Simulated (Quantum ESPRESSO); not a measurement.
Consider NaTiO2 (R-3m).

```cif
data_structure
_symmetry_space_group_name_H-M 'P 1'
_symmetry_Int_Tables_number 1
_cell_length_a 5.6724
_cell_length_b 5.6724
_cell_length_c 5.6724
_cell_angle_alpha 30.805
_cell_angle_beta 30.805
_cell_angle_gamma 30.805
_cell_volume 42.45
loop_
_atom_site_label
_atom_site_type_symbol
_atom_site_fract_x
_atom_site_fract_y
_atom_site_fract_z
_atom_site_occupancy
Ti1 Ti 0.50000 0.50000 0.50000 1
Na2 Na 0.00000 0.00000 0.00000 1
O3 O 0.23620 0.23620 0.23620 1
O4 O 0.76380 0.76380 0.76380 1
```

Absorber: atom 1, with 6 O at 2.07 Å (octahedral, site symmetry -3m). Method: Quantum ESPRESSO XSpectra, LDA, excited-electron core hole (neutral cell), 16-atom cell with 6.0 Å between holes, 5×5×5 k points, dipole transitions, Lorentzian half width 0.47 eV up to 4 eV, rising linearly to 4 eV at 25 eV.

Q: Where do the maxima of the Ti K edge fall?

Main maxima up to 30 eV above the zero (height): 15.4 eV (2.02). A K edge sees empty p states. The first eV above the zero hold little dipole weight, as the lowest empty bands are of d character; the main edge, of 4p character, rises through 0.6 near 7 eV above the zero. The total-energy difference is 4971.98 eV. One term is added: -22.68 eV, since the hole is spin-paired here and a spin-polarised one costs that much less in the free atom (computed apart). The photon energy is then 4949.30 eV. The tabulated edge of the element is 4966 eV. The functional leaves an error in such absolute values: in the free atom LDA prices this hole 13.2 eV below PBE (computed apart), and PBE is itself good to a few eV.

The Ti K spectrum (energy from the energy zero of the input (xe0, at the border of filled and empty states); intensity scaled to a mean of 1 over the first 20 eV; the points at xe0, where the cut of filled states can leave a spike, are interpolated; polarised curves are means over the symmetry-equivalent atoms):

| E (eV) | isotropic | ε ⊥ c | ε ∥ c |
| --- | --- | --- | --- |
| -2.0 | 0.02 | 0.02 | 0.02 |
| -1.4 | 0.03 | 0.03 | 0.03 |
| -0.8 | 0.03 | 0.03 | 0.03 |
| -0.2 | 0.04 | 0.04 | 0.03 |
| 0.4 | 0.05 | 0.06 | 0.04 |
| 1.0 | 0.07 | 0.08 | 0.05 |
| 1.6 | 0.07 | 0.07 | 0.08 |
| 2.2 | 0.10 | 0.08 | 0.13 |
| 2.8 | 0.11 | 0.10 | 0.14 |
| 3.4 | 0.12 | 0.12 | 0.12 |
| 4.0 | 0.14 | 0.15 | 0.12 |
| 4.6 | 0.21 | 0.23 | 0.19 |
| 5.2 | 0.32 | 0.33 | 0.29 |
| 5.8 | 0.42 | 0.41 | 0.44 |
| 6.4 | 0.50 | 0.46 | 0.58 |
| 7.0 | 0.59 | 0.53 | 0.71 |
| 7.6 | 0.71 | 0.64 | 0.84 |
| 8.2 | 0.79 | 0.75 | 0.89 |
| 8.8 | 0.84 | 0.82 | 0.87 |
| 9.4 | 0.85 | 0.85 | 0.85 |
| 10.0 | 0.86 | 0.87 | 0.85 |
| 10.6 | 0.92 | 0.92 | 0.92 |
| 11.2 | 1.02 | 1.01 | 1.04 |
| 11.8 | 1.17 | 1.14 | 1.21 |
| 12.4 | 1.35 | 1.30 | 1.44 |
| 13.0 | 1.55 | 1.49 | 1.68 |
| 13.6 | 1.75 | 1.69 | 1.88 |
| 14.2 | 1.91 | 1.87 | 1.98 |
| 14.8 | 2.00 | 2.02 | 1.97 |
| 15.4 | 2.02 | 2.10 | 1.86 |
| 16.0 | 2.00 | 2.14 | 1.72 |
| 16.6 | 1.96 | 2.14 | 1.60 |
| 17.2 | 1.90 | 2.09 | 1.53 |
| 17.8 | 1.83 | 1.99 | 1.50 |
| 18.4 | 1.74 | 1.86 | 1.51 |
| 19.0 | 1.67 | 1.73 | 1.55 |
| 19.6 | 1.62 | 1.62 | 1.61 |
| 20.2 | 1.58 | 1.53 | 1.68 |
| 20.8 | 1.55 | 1.46 | 1.73 |
| 21.4 | 1.53 | 1.41 | 1.76 |
| 22.0 | 1.51 | 1.38 | 1.76 |
| 22.6 | 1.49 | 1.37 | 1.74 |
| 23.2 | 1.47 | 1.36 | 1.69 |
| 23.8 | 1.45 | 1.36 | 1.64 |
| 24.4 | 1.44 | 1.37 | 1.58 |
| 25.0 | 1.43 | 1.38 | 1.52 |
| 25.6 | 1.42 | 1.40 | 1.47 |
| 26.2 | 1.42 | 1.42 | 1.43 |
| 26.8 | 1.42 | 1.43 | 1.39 |
| 27.4 | 1.41 | 1.45 | 1.35 |
| 28.0 | 1.41 | 1.45 | 1.32 |
| 28.6 | 1.40 | 1.46 | 1.28 |
| 29.2 | 1.39 | 1.45 | 1.25 |
| 29.8 | 1.37 | 1.45 | 1.23 |
| 30.4 | 1.36 | 1.43 | 1.20 |
| 31.0 | 1.33 | 1.41 | 1.18 |
| 31.6 | 1.31 | 1.39 | 1.16 |

The primitive cell holds an odd number of electrons, so a spin-paired run has to come out metallic; that is right for a metal, but some such compounds are magnetic or distorted insulators. Quadrupole 1s→3d transitions, which feed the pre-edge, are not in the dipole spectrum. The holes are only 6.0 Å apart, so the shape is probably not converged with cell size; no larger cell was run here. The structure is a computed Materials Project entry and may be a hypothetical form.

[Banner, clock and machine lines of the logs are left out without a mark of their own.]

[Logs are printed without paths, hosts, clocks, repeated set-up lines and the standing remarks that a program may print on its own settings, such as how far it seeks lower states.]

[Hosts, paths, dates, database ids (printed as entryN), source tags and the programs' standing remarks are cut or masked in the printed files.]

[Lists of maxima count a maximum above −3 eV only where it reaches 4 % of the highest in the window and stands out from its surroundings by 2 % of it (1.5 % where it reaches 55 %); shoulders and weaker maxima are passed over, and of the rest the first, up to two pre-edge ones and the few strongest are named.]
